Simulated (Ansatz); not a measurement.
An input for Ansatz 0.2.0 (BaCu2SnS4 (P3_121)):

```yaml
crystal:
  lattice:
    - [6.4365004231, 0.0, 0.0]
    - [-3.2182502115, 5.5741728779, 0.0]
    - [0.0, 0.0, 15.830995]
  atoms:
    - { symbol: Ba, position: [0.426402, 0.426402, 0.5] }
    - { symbol: Ba, position: [0.0, 0.573598, 0.16666667] }
    - { symbol: Ba, position: [0.573598, 0.0, 0.83333333] }
    - { symbol: Cu, position: [0.369782, 0.43384, 0.745199] }
    - { symbol: Cu, position: [0.935942, 0.56616, 0.92146767] }
    - { symbol: Cu, position: [0.43384, 0.369782, 0.254801] }
    - { symbol: Cu, position: [0.064058, 0.630218, 0.41186567] }
    - { symbol: Cu, position: [0.56616, 0.935942, 0.07853233] }
    - { symbol: Cu, position: [0.630218, 0.064058, 0.58813433] }
    - { symbol: Sn, position: [0.704992, 0.0, 0.33333333] }
    - { symbol: Sn, position: [0.0, 0.704992, 0.66666667] }
    - { symbol: Sn, position: [0.295008, 0.295008, 0.0] }
    - { symbol: S, position: [0.765195, 0.65191, 0.335819] }
    - { symbol: S, position: [0.886715, 0.234805, 0.00248567] }
    - { symbol: S, position: [0.34809, 0.113285, 0.66915233] }
    - { symbol: S, position: [0.113285, 0.34809, 0.33084767] }
    - { symbol: S, position: [0.234805, 0.886715, 0.99751433] }
    - { symbol: S, position: [0.65191, 0.765195, 0.664181] }
    - { symbol: S, position: [0.939587, 0.440447, 0.54641] }
    - { symbol: S, position: [0.50086, 0.060413, 0.21307667] }
    - { symbol: S, position: [0.060413, 0.50086, 0.78692333] }
    - { symbol: S, position: [0.440447, 0.939587, 0.45359] }
    - { symbol: S, position: [0.49914, 0.559553, 0.12025667] }
    - { symbol: S, position: [0.559553, 0.49914, 0.87974333] }
kpoints:
  mp_grid: { grid: [6, 6, 2] }
  band_path:
    path:
      - [0.0, 0.0, 0.0]
      - [0.5, 0.0, 0.0]
      - [0.33333333, 0.33333333, 0.0]
      - [0.0, 0.0, 0.5]
      - [0.5, 0.0, 0.5]
      - [0.33333333, 0.33333333, 0.5]
      - [0.0, 0.0, 0.15]
    npoints: 1
hamiltonian:
  xc: r2scan
scf:
  occupations: { method: fixed }
  n_extra_bands: 12
  max_iter: 80
output:
  eigenvalues: true
  forces: true
  stress: true
basis:
  ecutwfc: 350.0
```

```sh
ansatz run input.yaml --threads 3 --pin off --max-ram 92160MiB --backend cuda --events-out ev --progress --plain --runs-dir out --devices 1 --max-vram 13GiB
```

**Question.** How long will it take on 1 × NVIDIA H100 80GB HBM3 (shared by 6 runs) with 3 threads of AMD EPYC 7R13 (Zen 3), shared host, and how much memory?

It took 24 s; on shared hardware allow 12 s to 48 s. Peak host memory was 1.5 GiB. The sizes that set the cost: 8389 plane waves a state, 14 irreducible k points and 9 SCF cycles.

[Paths, hosts, dates, memory and timing lines, banners, echoed tables and standing remarks are left out of the program output.]

[Logs are printed without paths, hosts, clocks, repeated set-up lines and the standing remarks that a program may print on its own settings, such as how far it seeks lower states.]

[Runs of the session that timed out or met a known fault of the program may be left out.]

[Cells called generated may have been cut or substituted from an entry of the Crystallography Open Database or the Materials Project.]

[Hosts, paths, dates, database ids (printed as entryN), source tags and the programs' standing remarks are cut or masked in the printed files.]
